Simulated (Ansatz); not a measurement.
## ScB3 (built on the sites of a database entry of ScGa3): relaxing the cell for a phonon run: relaxation

Ansatz 0.2.0; DFT LDA, scalar-relativistic, plane waves, norm-conserving pseudopotentials.

The structure was built from a prototype and need not be the compound's stable phase.

Symmetry: Pm-3m, No. 221, cubic system. The conventional cell has a = 3.264 Å, b = 3.264 Å, c = 3.264 Å, α = 90.00°, β = 90.00°, γ = 90.00°. Nearest to Sc lie 12 B at 2.31 Å. B has 4 Sc at 2.31 Å and 8 B at 2.31 Å nearest. Farther neighbours are not listed.

Little changed from the start: no atom moved by 0.005 Å and no cell edge by 0.1 %.

This step gave:

```
pressure : 0.01554 GPa
```

ELF in the ac plane at fractional y = 0.000, with atoms of Sc and B within 0.2 Å of it. It is the smooth field of the valence electrons, not physical close to the nuclei.

Ten even steps from '0' (0.00) to '9' (0.86):
```
15996112332116995
89984113443114899
99852135665312589
66421257887521246
21112578888752111
01135776556775311
12357863113687532
23468851001588643
23468851001588643
12357863113687532
01135776556775311
21112578888752111
66421257887521246
99852135665312589
89984113443114899
15996112332116995
01896201221026981
```
Columns run along a (3.3 Å), rows up along c (3.3 Å). Atoms in or near the plane, at fractional coordinates: Sc at (0.00, 0.00), B at (0.50, 0.50).

Electrostatic potential energy in the ac plane at fractional y = 0.000, with atoms of Sc and B within 0.2 Å of it. With pseudopotentials it is smooth inside the atoms' cores, unlike the true potential.

Ten even steps from '0' (-121 eV) to '9' (14 eV):
```
00268999999998620
12578999999998752
56789999999999876
88899999999999988
99999999889999999
99999988778899999
99999986556899999
99999875335789999
99999875335789999
99999986556899999
99999988778899999
99999999889999999
88899999999999988
56789999999999876
12578999999998752
00268999999998620
00158999999998510
```
Columns run along a (3.3 Å; values clipped at the 3rd and 97th percentile), rows up along c (3.3 Å). Atoms in or near the plane, at fractional coordinates: Sc at (0.00, 0.00), B at (0.50, 0.50).

Valence density in the ac plane at fractional y = 0.000, with atoms of Sc and B within 0.2 Å of it. It is the smooth field of the valence electrons, not physical close to the nuclei.

Ten even steps from '0' (0.2 e/Å³) to '9' (6.7 e/Å³):
```
58941000000001498
99620000000000269
54210000000000124
11000000000000001
00000000000000000
00000000000000000
00000000000000000
00000000000000000
00000000000000000
00000000000000000
00000000000000000
00000000000000000
11000000000000001
54210000000000124
99620000000000269
58941000000001498
05951000000001595
```
Columns run along a (3.3 Å), rows up along c (3.3 Å). Atoms in or near the plane, at fractional coordinates: Sc at (0.00, 0.00), B at (0.50, 0.50).

Q: Write an input that reproduces this.

The system, level and task follow from the heading and the kind of results. Meshes, cutoffs and thresholds can't be read from the results; these are the ones that the run used.

The input, input.yaml:

```yaml
crystal:
  lattice:
    - [3.2639886519, 0.0, 0.0]
    - [0.0, 3.2639886519, 0.0]
    - [0.0, 0.0, 3.2639886519]
  atoms:
    - { symbol: Sc, position: [0.0, 0.0, 0.0] }
    - { symbol: B, position: [0.0, 0.5, 0.5] }
    - { symbol: B, position: [0.5, 0.0, 0.5] }
    - { symbol: B, position: [0.5, 0.5, 0.0] }
kpoints:
  mp_grid: { grid: [12, 12, 12] }
hamiltonian:
  xc: lda
  pseudopotentials: { kind: nc }
scf:
  occupations: { method: gaussian, width: 0.1 }
output:
  forces: true
  stress: true
  eigenvalues: true
  write_density: true
  write_potential: true
  elf: true
  volumetric_format: npy
relax:
  adjacent_minimum: "off"
  f_tol: 0.005
  max_steps: 80
  cell: { stress_tol: 0.05 }
```

Command:

```console
> ansatz run input.yaml --threads 4 --pin off --max-ram 7168MiB --backend cpu --events-out ev --progress --plain --runs-dir out
```

[Logs are printed without paths, hosts, clocks, repeated set-up lines and the standing remarks that a program may print on its own settings, such as how far it seeks lower states.]

[Hosts, paths, dates, database ids (printed as entryN), source tags and the programs' standing remarks are cut or masked in the printed files.]
